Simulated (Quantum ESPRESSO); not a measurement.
The O K edge of atom 3 in TiO2 (Rutile, P4_2/mnm), with 2 Ti at 1.95 Å and 1 Ti at 1.98 Å (distorted trigonal planar, site symmetry m2m), was computed in 2 ways: full core hole (charged cell) and no core hole. Program and functional: Quantum ESPRESSO XSpectra, PBE, Lorentzian half width 0.3 eV up to 4 eV, rising linearly to 2.5 eV at 25 eV; cells of 6 and 12 atoms (the run without a hole in the smaller).

Each run is counted from its own lowest empty level or Fermi level and scaled to a mean of 1 over its first 20 eV. (XSpectra's own axis starts at xe0, in the gap; it has been shifted.)

```
E (eV)  run 1  run 2
  -2.0   0.05   0.05
  -1.0   0.11   0.11
   0.0   0.39   0.46
   1.0   1.66   1.65
   2.0   1.60   0.66
   3.0   0.74   1.23
   4.0   1.65   1.88
   5.0   1.66   0.78
   6.0   0.55   0.35
   7.0   0.39   0.34
   8.0   0.49   0.52
   9.0   0.71   0.86
  10.0   0.86   1.13
  11.0   0.91   1.20
  12.0   1.07   1.32
  13.0   1.24   1.43
  14.0   1.24   1.36
  15.0   1.18   1.23
  16.0   1.13   1.09
  17.0   0.96   0.88
  18.0   0.77   0.73
  19.0   0.66   0.65
  20.0   0.61   0.64
  21.0   0.61   0.66
  22.0   0.63   0.69
  23.0   0.65   0.72
  24.0   0.65   0.73
  25.0   0.64   0.72
  26.0   0.62   0.70
  27.0   0.59   0.67
  28.0   0.56   0.65
  29.0   0.54   0.65
  30.0   0.54   0.67
  31.0   0.55   0.70
  32.0   0.57   0.73
```

Which run is which?

Run 1: no core hole (area from −2 to 6 eV 8.1, main maxima 1.3 eV (1.89), 4.5 eV (2.05), 13.5 eV (1.26) and 23.9 eV (0.65)). Run 2: full core hole (charged cell) (area from −2 to 6 eV 7.1, main maxima 0.9 eV (1.65), 3.5 eV (2.08), 13.2 eV (1.43) and 23.8 eV (0.73)). With each curve scaled to its own mean, the area from −2 to 6 eV with the hole is 7.1 against 8.1, and the centre of weight from −1 to 20 eV moves by +0.4 eV (first and strongest maxima below 20 eV: 1.3 eV (1.89), 4.5 eV (2.05) and 13.5 eV (1.26) without the hole, 0.9 eV (1.65), 3.5 eV (2.08) and 13.2 eV (1.43) with it): the weight at the onset falls, probably as the absorber's own filled states drop away from the neighbours' empty ones and mix less with them.

[Banner, clock and machine lines of the logs are left out without a mark of their own.]

[Logs are printed without paths, hosts, clocks, repeated set-up lines and the standing remarks that a program may print on its own settings, such as how far it seeks lower states.]

[Hosts, paths, dates, database ids (printed as entryN), source tags and the programs' standing remarks are cut or masked in the printed files.]

[Lists of maxima count a maximum above −3 eV only where it reaches 4 % of the highest in the window and stands out from its surroundings by 2 % of it (1.5 % where it reaches 55 %); shoulders and weaker maxima are passed over, and of the rest the first, up to two pre-edge ones and the few strongest are named.]
